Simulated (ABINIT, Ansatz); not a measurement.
Records of electronic-structure calculations.

## Quasiparticle gap of Ba2IBrF2 (P4mm) in ABINIT

Symmetry: P4mm, No. 99, tetragonal system. Conventional cell: a = 4.623 Å, b = 4.623 Å, c = 7.991 Å, α = 90.00°, β = 90.00°, γ = 90.00°. Nearest to Ba lie 4 F at 2.70 Å and 4 I at 3.59 Å and 2 Br at 3.89 to 4.10 Å. Nearest to Ba lie 4 F at 2.73 Å and 4 Br at 3.50 Å and 2 I at 3.65 to 4.35 Å and 4 Ba at 4.34 Å. Nearest to I lie 6 Ba at 3.59 to 4.35 Å. Br has 6 Ba at 3.50 to 4.10 Å and 4 F at 3.55 Å nearest. Nearest to F lie 4 Ba at 2.70 to 2.73 Å. Farther neighbours, and contacts between anions beyond the nearest, are not listed.

```yaml
method: RPA screening on PBEsol, plane waves, norm-conserving pseudopotentials (and 2 further levels or steps)
program: ABINIT 10.8.3
settings: cutoff 36 Ha, PseudoDojo scalar-relativistic 0.4.1 standard, norm-conserving, potential set dojo-sr-pbesol-0.4.1-standard, ngkpt (2, 2, 1), nband 107, ecuteps 3.6 Ha, inclvkb 2, shiftk (0, 0, 0), symchi 1, awtr 1, frequency ppm, 2×2×1 k-mesh
notes: The program’s warnings: nproc spkpt=  >= nkpt= * nsppol=. The cell and positions are those that the Materials Project relaxed with its own functionals (PBE, PBE+U or r2SCAN), kept fixed. Limits: no spin-orbit coupling. The 2×2×1 mesh is coarse for this cell, which bears on the long-range parts of exchange and screening.
pbesol_gap: 4.25 eV, direct
g0w0_gap_on_the_mesh: 6.14 eV
gw_settings: 2×2×1 mesh, 107 bands, screening to 98 eV, Godby-Needs plasmon pole
known_limits: short of the basis limit; no spin-orbit coupling; coarse k mesh
```

G0W0 moves the gap on the mesh from 4.25 eV to 6.14 eV (+1.89 eV), with Z of 0.82 and 0.84 at the edges. Local fields lower the RPA ε∞ on this mesh from 4.31 to 3.68; a Γ-centred mesh this coarse tends to raise both, most where the direct gap is narrow, while a short band sum lowers them.

[Long decimals in the printed logs are rounded to 6 places.]

[Logs are printed without paths, hosts, clocks, repeated set-up lines and the standing remarks that a program may print on its own settings, such as how far it seeks lower states.]

[Paths, hosts, dates, memory and timing lines, banners, echoed tables and standing remarks are left out of the program output; an Ansatz launch command may be rebuilt from the run's recorded settings. Measured values are a selection of at most five: reports struck by readers or far from the other reports are left out. None is set beside runs whose start may be inverted or whose files or cutoffs have a known fault.]

[Runs of the session that timed out or met a known fault of the program may be left out.]

[Hosts, paths, dates, database ids (printed as entryN), source tags and the programs' standing remarks are cut or masked in the printed files.]

[G0W0 gaps are taken among the corrected bands and points alone; a level outside them can change the order at an edge.]

[Where Ansatz stands beside ABINIT at settings called matched, ABINIT's density can come from a denser mesh and the files from another edition; pairs whose starting gaps differed by over 0.03 eV were left out, so agreement reads better than it is.]
